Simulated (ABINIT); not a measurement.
# CsCaH3 (Pm-3m): Raman and infrared activity

Aim: Raman and infrared lines of CsCaH3 (Pm-3m).

Program: ABINIT 10.8.3. Level of theory: DFT LDA, scalar-relativistic, plane waves, PseudoDojo norm-conserving pseudopotentials. Results are calculated unless marked as measured.

The structure was built from a prototype and need not be the compound's stable phase.

## (1) The starting structure

It takes space group Pm-3m (No. 221, cubic). The conventional cell has a = 4.606 Å, b = 4.606 Å, c = 4.606 Å, α = 90.00°, β = 90.00°, γ = 90.00°. Nearest to Cs lie 12 H at 3.26 Å. Nearest to Ca lie 6 H at 2.30 Å. Nearest to H lie 2 Ca at 2.30 Å and 4 Cs at 3.26 Å and 8 H at 3.26 Å. Farther neighbours are not listed.

Coordinates:

```cif
data_structure
_symmetry_space_group_name_H-M 'Pm-3m'
_symmetry_Int_Tables_number 221
_cell_length_a 4.6060
_cell_length_b 4.6060
_cell_length_c 4.6060
_cell_angle_alpha 90.000
_cell_angle_beta 90.000
_cell_angle_gamma 90.000
_cell_volume 97.72
loop_
_atom_site_label
_atom_site_type_symbol
_atom_site_symmetry_multiplicity
_atom_site_Wyckoff_symbol
_atom_site_fract_x
_atom_site_fract_y
_atom_site_fract_z
_atom_site_occupancy
Cs1 Cs 1 a 0.00000 0.00000 0.00000 1
Ca1 Ca 1 b 0.50000 0.50000 0.50000 1
H1 H 3 c 0.50000 0.50000 0.00000 1
```

## (2) A first look

A first run with smearing and empty bands tells whether the crystal has a gap, which decides between fixed occupations and smearing later on.

File probe.abi:

```
# ground state
tolvrs 1.0d-08
prtden 1
prtwf 1

# basis, mesh and filling
ecut 31.0
ngkpt 4 4 4
nshiftk 1
shiftk 0.0 0.0 0.0
istwfk *1
occopt 7
tsmear 0.005
nband 18
nstep 100
diemac 9.0
prtebands 0
prtgsr 0

# cell and atoms
acell 3*1.0 Angstrom
rprim 
    4.606 0.0 0.0
    0.0 4.606 0.0
    0.0 0.0 4.606
ntypat 3
znucl 55 20 1
natom 5
typat 1 2 3 3 3
xred 
    0.0 0.0 0.0
    0.5 0.5 0.5
    0.5 0.5 0.0
    0.5 0.0 0.5
    0.0 0.5 0.5
pp_dirpath "./pseudo"
pseudos "Cs.upf, Ca.upf, H.upf"
```

Command:

```console
OMP_NUM_THREADS=1 mpirun -n 4 abinit probe.abi > probe.log
```

Numbers of over 12 decimals in the logs are rounded to 6 here.

probe.abo, the main output file:

```text
[banners, grids, parts of the stress and lines that vanish by symmetry left out]
- input  file    -> probe.abi
- output file    -> probe.abo
- root for input  files -> probei
[...]
Symmetries : space group Pm -3 m (#221); Bravais cP (primitive cubic)
[...]
mpw =        5520          nfft =       91125          nkpt =          10
[...]
== DATASET  1 ==================================================================
[...]
cutoff_energies: {ecut:  31.0, pawecutdg:  -1.0, }
[...]
ETOT  1  -63.843498746940    -6.384E+01 4.795E-02 2.688E+02
 ETOT  2  -63.913465208082    -6.997E-02 1.435E-02 1.569E+01
 ETOT  3  -63.915595372124    -2.130E-03 5.989E-03 1.916E+00
 ETOT  4  -63.915722605767    -1.272E-04 2.088E-03 6.467E-02
 ETOT  5  -63.915730854744    -8.249E-06 4.080E-04 1.026E-03
 ETOT  6  -63.915731052303    -1.976E-07 2.701E-04 5.609E-05
 ETOT  7  -63.915731062745    -1.044E-08 1.331E-04 1.387E-06
 ETOT  8  -63.915731063124    -3.785E-10 8.695E-05 2.030E-08
 ETOT  9  -63.915731063147    -2.323E-11 4.349E-05 1.362E-09
 At SCF step    9       vres2   =  1.36E-09 < tolvrs=  1.00E-08 =>converged.
[...]
sigma(1 1)=  7.73492765E-05  sigma(3 2)=  0.00000000E+00
  sigma(2 2)=  7.73492765E-05  sigma(3 1)=  0.00000000E+00
  sigma(3 3)=  7.73492765E-05  sigma(2 1)=  0.00000000E+00
[...]
convergence: {deltae: -2.323E-11, res2:  1.362E-09, residm:  4.349E-05, diffor: null, }
etotal    :  -6.39157311E+01
[...]
sigma(1 1)=  7.73492765E-05  sigma(3 2)=  0.00000000E+00
  sigma(2 2)=  7.73492765E-05  sigma(3 1)=  0.00000000E+00
  sigma(3 3)=  7.73492765E-05  sigma(2 1)=  0.00000000E+00
[...]
- sigma(1 1)=  2.27569428E+00  sigma(3 2)=  0.00000000E+00
- sigma(2 2)=  2.27569428E+00  sigma(3 1)=  0.00000000E+00
- sigma(3 3)=  2.27569428E+00  sigma(2 1)=  0.00000000E+00
[...]
fcart     -0.0000000000E+00 -0.0000000000E+00 -0.0000000000E+00
           strten      7.7349276532E-05  7.7349276532E-05  7.7349276532E-05
================================================================================

[key lines of the parts left out:]
pressure_GPa:  -2.2757E+00
```

Elapsed: 13 s, on 4 MPI ranks of Arm Neoverse V2, shared host; 50 s of CPU time.

Numbers from this step:

| Quantity | Value |
| --- | --- |
| volume per atom | 19.54 Å³ |
| pressure | -2.276 GPa |
| gap on the k-mesh | 2.798 eV |

A gap of 2.8 eV opens on this mesh, so the crystal is taken as an insulator; the printed pressure holds the stress of the finite basis too.

## (3) Rough relaxation

The typed start is rough, so a first relaxation with smearing and loose thresholds takes it towards rest cheaply.

File prerelax.abi:

```
# relaxation
ionmov 2
optcell 2
dilatmx 1.15
chkdilatmx 0
ntime 40
tolmxf 3.0d-04
tolvrs 1.0d-10
prtwf 0
prtden 0
chksymtnons 0

# basis, mesh and filling
ecut 32.0
ecutsm 3.0
ngkpt 4 4 4
nshiftk 1
shiftk 0.0 0.0 0.0
istwfk *1
occopt 7
tsmear 0.005
nband 18
nstep 100
diemac 9.0
prtebands 0
prtgsr 0

# cell and atoms
acell 3*1.0 Angstrom
rprim 
    4.606 0.0 0.0
    0.0 4.606 0.0
    0.0 0.0 4.606
ntypat 3
znucl 55 20 1
natom 5
typat 1 2 3 3 3
xred 
    0.0 0.0 0.0
    0.5 0.5 0.5
    0.5 0.5 0.0
    0.5 0.0 0.5
    0.0 0.5 0.5
pp_dirpath "./pseudo"
pseudos "Cs.upf, Ca.upf, H.upf"
```

Command:

```console
OMP_NUM_THREADS=1 mpirun -n 4 abinit prerelax.abi > prerelax.log
```

prerelax.abo, the main output file:

```text
[banners, grids, parts of the stress and lines that vanish by symmetry left out]
- input  file    -> prerelax.abi
- output file    -> prerelax.abo
- root for input  files -> prerelaxi
[...]
Symmetries : space group Pm -3 m (#221); Bravais cP (primitive cubic)
[...]
mpw =        8722          nfft =      157464          nkpt =          10
[...]
== DATASET  1 ==================================================================
[...]
cutoff_energies: {ecut:  32.0, pawecutdg:  -1.0, }
[...]
ETOT  1  -63.844410269382    -6.384E+01 3.976E-02 4.769E+02
 ETOT  2  -63.913166597195    -6.876E-02 1.733E-02 2.844E+01
 ETOT  3  -63.915552803331    -2.386E-03 2.433E-03 3.265E+00
 ETOT  4  -63.915677686547    -1.249E-04 4.252E-03 1.352E-01
 ETOT  5  -63.915686698715    -9.012E-06 8.479E-04 2.008E-03
[...]
At SCF step   10       vres2   =  3.00E-12 < tolvrs=  1.00E-10 =>converged.
[...]
ETOT  8  -63.917990696536    -1.116E-12 1.535E-07 2.093E-11
 At SCF step    8       vres2   =  2.09E-11 < tolvrs=  1.00E-10 =>converged.
[...]
sigma(1 1)=  7.80298232E-07  sigma(3 2)=  0.00000000E+00
  sigma(2 2)=  7.80298232E-07  sigma(3 1)=  0.00000000E+00
  sigma(3 3)=  7.80298232E-07  sigma(2 1)=  0.00000000E+00
[...]
convergence: {deltae: -1.116E-12, res2:  2.093E-11, residm:  1.535E-07, diffor: null, }
etotal    :  -6.39179907E+01
[...]
At Broyd/MD step   4, gradients are converged :
[...]
sigma(1 1)=  7.80298232E-07  sigma(3 2)=  0.00000000E+00
  sigma(2 2)=  7.80298232E-07  sigma(3 1)=  0.00000000E+00
  sigma(3 3)=  7.80298232E-07  sigma(2 1)=  0.00000000E+00
[...]
- sigma(1 1)=  2.29571666E-02  sigma(3 2)=  0.00000000E+00
- sigma(2 2)=  2.29571666E-02  sigma(3 1)=  0.00000000E+00
- sigma(3 3)=  2.29571666E-02  sigma(2 1)=  0.00000000E+00
[...]
fcart     -0.0000000000E+00 -0.0000000000E+00 -0.0000000000E+00
           strten      7.8029823237E-07  7.8029823237E-07  7.8029823237E-07
================================================================================

[key lines of the parts left out:]
pressure_GPa:  -2.2957E-02
Total energy (etotal) [Ha]= -6.39179906965364E+01
```

The job ended after 68 s (4 MPI ranks).

The steps of the relaxation:

```
step  energy less that of the first step (eV)  largest force (eV/Å)  volume (Å³)
   1                                   0.0000                0.0000        97.72
   2                                  -0.0086                0.0000        97.07
   3                                  -0.0621                0.0000        88.38
   4                                  -0.0627                0.0000        89.24
```

```
conventional cell, symmetrised  before  after  change
                         a (Å)   4.606  4.469  -3.0 %
                         b (Å)   4.606  4.469  -3.0 %
                         c (Å)   4.606  4.469  -3.0 %
              volume (Å³/atom)   19.54  17.85  -8.7 %
```

The relaxed structure:

```cif
data_structure
_symmetry_space_group_name_H-M 'P 1'
_symmetry_Int_Tables_number 1
_cell_length_a 4.4687
_cell_length_b 4.4687
_cell_length_c 4.4687
_cell_angle_alpha 90.000
_cell_angle_beta 90.000
_cell_angle_gamma 90.000
_cell_volume 89.24
loop_
_atom_site_label
_atom_site_type_symbol
_atom_site_fract_x
_atom_site_fract_y
_atom_site_fract_z
_atom_site_occupancy
Cs1 Cs 0.00000 0.00000 0.00000 1
Ca2 Ca 0.50000 0.50000 0.50000 1
H3 H 0.50000 0.50000 0.00000 1
H4 H 0.50000 0.00000 0.50000 1
H5 H 0.00000 0.50000 0.50000 1
```

This step gave:

| Item | Value |
| --- | --- |
| volume per atom | 17.85 Å³ |
| pressure | -0.02296 GPa |
| gap on the k-mesh | 2.668 eV |

The volume changes by -8.7 % in this run and stands -8.7 % from the first cell.

## (4) Relaxing the cell and atoms

The harmonic expansion needs vanishing forces, and a free crystal bears no stress, so cell and atoms are brought to rest. Stress is more sensitive to the basis than forces are: the last 3 Ha under the cutoff are smoothed with ecutsm, and the cutoff is raised above that of the later runs.

File relax.abi:

```
# relaxation
ionmov 2
optcell 2
dilatmx 1.08
ntime 40
tolmxf 1.0d-05
tolvrs 1.0d-14
prtwf 0
prtden 0
chksymtnons 0

# basis, mesh and filling
ecut 39.0
ecutsm 3.0
ngkpt 4 4 4
nshiftk 1
shiftk 0.0 0.0 0.0
istwfk *1
occopt 1
nband 11
nstep 100
diemac 9.0
prtebands 0
prtgsr 0

# cell and atoms
acell 3*1.0 Angstrom
rprim 
    4.468740059 0.0 0.0
    0.0 4.468740059 0.0
    0.0 0.0 4.468740059
ntypat 3
znucl 55 20 1
natom 5
typat 1 2 3 3 3
xred 
    0.0 0.0 0.0
    0.5 0.5 0.5
    0.5 0.5 0.0
    0.5 0.0 0.5
    0.0 0.5 0.5
pp_dirpath "./pseudo"
pseudos "Cs.upf, Ca.upf, H.upf"
```

Command:

```console
OMP_NUM_THREADS=1 mpirun -n 4 abinit relax.abi > relax.log
```

relax.abo, the main output file:

```text
[banners, grids, parts of the stress and lines that vanish by symmetry left out]
- input  file    -> relax.abi
- output file    -> relax.abo
- root for input  files -> relaxi
[...]
Symmetries : space group Pm -3 m (#221); Bravais cP (primitive cubic)
[...]
mpw =        8858          nfft =      157464          nkpt =          10
[...]
== DATASET  1 ==================================================================
[...]
cutoff_energies: {ecut:  39.0, pawecutdg:  -1.0, }
[...]
ETOT  1  -63.849770873685    -6.385E+01 3.600E-02 5.203E+02
 ETOT  2  -63.916158544504    -6.639E-02 1.064E-04 3.156E+01
 ETOT  3  -63.918123338806    -1.965E-03 6.722E-05 3.266E+00
 ETOT  4  -63.918255194603    -1.319E-04 4.317E-06 7.586E-02
 ETOT  5  -63.918262491633    -7.297E-06 2.683E-07 3.584E-03
[...]
At SCF step   13       vres2   =  6.30E-16 < tolvrs=  1.00E-14 =>converged.
[...]
sigma(1 1)=  8.66128672E-07  sigma(3 2)=  0.00000000E+00
  sigma(2 2)=  8.66128672E-07  sigma(3 1)=  0.00000000E+00
  sigma(3 3)=  8.66128672E-07  sigma(2 1)=  0.00000000E+00
[...]
convergence: {deltae:  1.101E-12, res2:  6.302E-16, residm:  2.851E-16, diffor: null, }
etotal    :  -6.39182629E+01
[...]
ETOT  1  -63.918262865025    -6.392E+01 2.386E-10 5.354E-04
[...]
At SCF step    9       vres2   =  6.02E-15 < tolvrs=  1.00E-14 =>converged.
[...]
sigma(1 1)=  7.91287018E-07  sigma(3 2)=  0.00000000E+00
  sigma(2 2)=  7.91287018E-07  sigma(3 1)=  0.00000000E+00
  sigma(3 3)=  7.91287018E-07  sigma(2 1)=  0.00000000E+00
[...]
convergence: {deltae:  4.690E-13, res2:  6.022E-15, residm:  4.144E-19, diffor: null, }
etotal    :  -6.39182629E+01
[...]
ETOT  1  -63.918259337393    -6.392E+01 1.507E-01 5.985E-02
[...]
ETOT 10  -63.918263095188     2.380E-12 1.051E-17 1.877E-14
 ETOT 11  -63.918263095191    -3.389E-12 3.515E-17 8.564E-16
 At SCF step   11       vres2   =  8.56E-16 < tolvrs=  1.00E-14 =>converged.
[...]
sigma(1 1)= -7.46039901E-10  sigma(3 2)=  0.00000000E+00
  sigma(2 2)= -7.46039904E-10  sigma(3 1)=  0.00000000E+00
  sigma(3 3)= -7.46039902E-10  sigma(2 1)=  0.00000000E+00
[...]
convergence: {deltae: -3.389E-12, res2:  8.564E-16, residm:  3.515E-17, diffor: null, }
etotal    :  -6.39182631E+01
[...]
At Broyd/MD step   3, gradients are converged :
[...]
sigma(1 1)= -7.46039901E-10  sigma(3 2)=  0.00000000E+00
  sigma(2 2)= -7.46039904E-10  sigma(3 1)=  0.00000000E+00
  sigma(3 3)= -7.46039902E-10  sigma(2 1)=  0.00000000E+00
[...]
- sigma(1 1)= -2.19492517E-05  sigma(3 2)=  0.00000000E+00
- sigma(2 2)= -2.19492518E-05  sigma(3 1)=  0.00000000E+00
- sigma(3 3)= -2.19492517E-05  sigma(2 1)=  0.00000000E+00
[...]
fcart     -0.0000000000E+00 -0.0000000000E+00 -0.0000000000E+00
           strten     -7.4603990130E-10 -7.4603990390E-10 -7.4603990216E-10
================================================================================

[key lines of the parts left out:]
pressure_GPa:   2.1949E-05
Total energy (etotal) [Ha]= -6.39182630951912E+01
```

The job ended after 38 s (4 MPI ranks).

Little changed from the start: no atom moved by 0.005 Å and no cell edge by 0.1 %.

Read from the output:

- volume per atom: 17.83 Å³
- pressure: 2.19e-5 GPa

The volume changes by -0.1 % in this run and stands -8.8 % from the first cell.

## (5) Self-consistent run for the response

First-order wavefunctions inherit every error of the ground state, hence the very tight tolvrs. The mesh is shifted off Γ, since shifted meshes converge sums over the zone faster.

File gs.abi:

```
# ground state
tolvrs 1.0d-16
prtden 1
prtwf 1

# basis, mesh and filling
ecut 31.0
ngkpt 4 4 4
nshiftk 1
shiftk 0.5 0.5 0.5
istwfk *1
occopt 1
nband 11
nstep 100
diemac 9.0
prtebands 0
prtgsr 0

# cell and atoms
acell 3*1.0 Angstrom
rprim 
    4.46739739 0.0 0.0
    0.0 4.46739739 0.0
    0.0 0.0 4.46739739
ntypat 3
znucl 55 20 1
natom 5
typat 1 2 3 3 3
xred 
    0.0 0.0 0.0
    0.5 0.5 0.5
    0.5 0.5 0.0
    0.5 0.0 0.5
    0.0 0.5 0.5
pp_dirpath "./pseudo"
pseudos "Cs.upf, Ca.upf, H.upf"
```

Command:

```console
OMP_NUM_THREADS=1 mpirun -n 4 abinit gs.abi > gs.log
```

gs.abo, the main output file:

```text
[banners, grids, parts of the stress and lines that vanish by symmetry left out]
- input  file    -> gs.abi
- output file    -> gs.abo
- root for input  files -> gsi
[...]
Symmetries : space group Pm -3 m (#221); Bravais cP (primitive cubic)
[...]
mpw =        4967          nfft =       91125          nkpt =           4
[...]
== DATASET  1 ==================================================================
[...]
cutoff_energies: {ecut:  31.0, pawecutdg:  -1.0, }
[...]
ETOT  1  -63.851248054842    -6.385E+01 4.508E-02 2.991E+02
 ETOT  2  -63.915871402178    -6.462E-02 4.571E-05 1.934E+01
 ETOT  3  -63.917932036210    -2.061E-03 6.284E-05 1.881E+00
 ETOT  4  -63.918071032671    -1.390E-04 2.944E-06 4.678E-02
 ETOT  5  -63.918078458847    -7.426E-06 1.994E-07 2.151E-03
[...]
ETOT 13  -63.918078825311    -1.720E-12 2.230E-17 1.161E-15
 ETOT 14  -63.918078825315    -3.567E-12 1.773E-18 8.040E-17
 At SCF step   14       vres2   =  8.04E-17 < tolvrs=  1.00E-16 =>converged.
[...]
sigma(1 1)=  3.60264035E-06  sigma(3 2)=  0.00000000E+00
  sigma(2 2)=  3.60264035E-06  sigma(3 1)=  0.00000000E+00
  sigma(3 3)=  3.60264035E-06  sigma(2 1)=  0.00000000E+00
[...]
convergence: {deltae: -3.567E-12, res2:  8.040E-17, residm:  1.773E-18, diffor: null, }
etotal    :  -6.39180788E+01
[...]
sigma(1 1)=  3.60264035E-06  sigma(3 2)=  0.00000000E+00
  sigma(2 2)=  3.60264035E-06  sigma(3 1)=  0.00000000E+00
  sigma(3 3)=  3.60264035E-06  sigma(2 1)=  0.00000000E+00
[...]
- sigma(1 1)=  1.05993338E-01  sigma(3 2)=  0.00000000E+00
- sigma(2 2)=  1.05993338E-01  sigma(3 1)=  0.00000000E+00
- sigma(3 3)=  1.05993338E-01  sigma(2 1)=  0.00000000E+00
[...]
fcart     -0.0000000000E+00 -0.0000000000E+00 -0.0000000000E+00
           strten      3.6026403480E-06  3.6026403480E-06  3.6026403480E-06
================================================================================

[key lines of the parts left out:]
pressure_GPa:  -1.0599E-01
```

Wall time 5.6 s (4 MPI ranks).

This step gave:

| Property | Result |
| --- | --- |
| pressure | -0.1060 GPa |

The cell stands at -0.11 GPa: the relaxation ran with a smoothed and higher cutoff and on another k mesh.

## (6) The gap at rest

Empty bands on the ground state's density check that the gap assumed so far is there in this cell.

File gap.abi:

```
# empty bands on the ground state's density
iscf -2
getden_filepath "gso_DEN"
tolwfr 1.0d-12
nbdbuf 2
prtwf 0

# basis, mesh and filling
ecut 31.0
ngkpt 4 4 4
nshiftk 1
shiftk 0.0 0.0 0.0
istwfk *1
occopt 1
nband 15
nstep 100
diemac 9.0
prtebands 0
prtgsr 0

# cell and atoms
acell 3*1.0 Angstrom
rprim 
    4.46739739 0.0 0.0
    0.0 4.46739739 0.0
    0.0 0.0 4.46739739
ntypat 3
znucl 55 20 1
natom 5
typat 1 2 3 3 3
xred 
    0.0 0.0 0.0
    0.5 0.5 0.5
    0.5 0.5 0.0
    0.5 0.0 0.5
    0.0 0.5 0.5
pp_dirpath "./pseudo"
pseudos "Cs.upf, Ca.upf, H.upf"
```

Command:

```console
OMP_NUM_THREADS=1 mpirun -n 4 abinit gap.abi > gap.log
```

gap.abo, the main output file:

```text
[banners, grids, parts of the stress and lines that vanish by symmetry left out]
- input  file    -> gap.abi
- output file    -> gap.abo
- root for input  files -> gapi
[...]
Symmetries : space group Pm -3 m (#221); Bravais cP (primitive cubic)
[...]
mpw =        4982          nfft =       91125          nkpt =          10
[...]
== DATASET  1 ==================================================================
[...]
cutoff_energies: {ecut:  31.0, pawecutdg:  -1.0, }
[...]
-outvars: echo values of variables after computation
            acell      1.8897261259E+00  1.8897261259E+00  1.8897261259E+00 Bohr
================================================================================
```

Wall time 14 s (4 MPI ranks); 55 s of CPU time.

Numbers from this step:

```yaml
gap_on_the_k_mesh: 2.667 eV
```

In this cell the gap on the mesh is 2.7 eV, direct, so fixed occupations hold.

[end of part 1 of 3]

[Host names and launcher messages were left out of these logs when they were recorded.]

[Logs are printed without paths, hosts, clocks, repeated set-up lines and the standing remarks that a program may print on its own settings, such as how far it seeks lower states.]

[Hosts, paths, dates, database ids (printed as entryN), source tags and the programs' standing remarks are cut or masked in the printed files.]
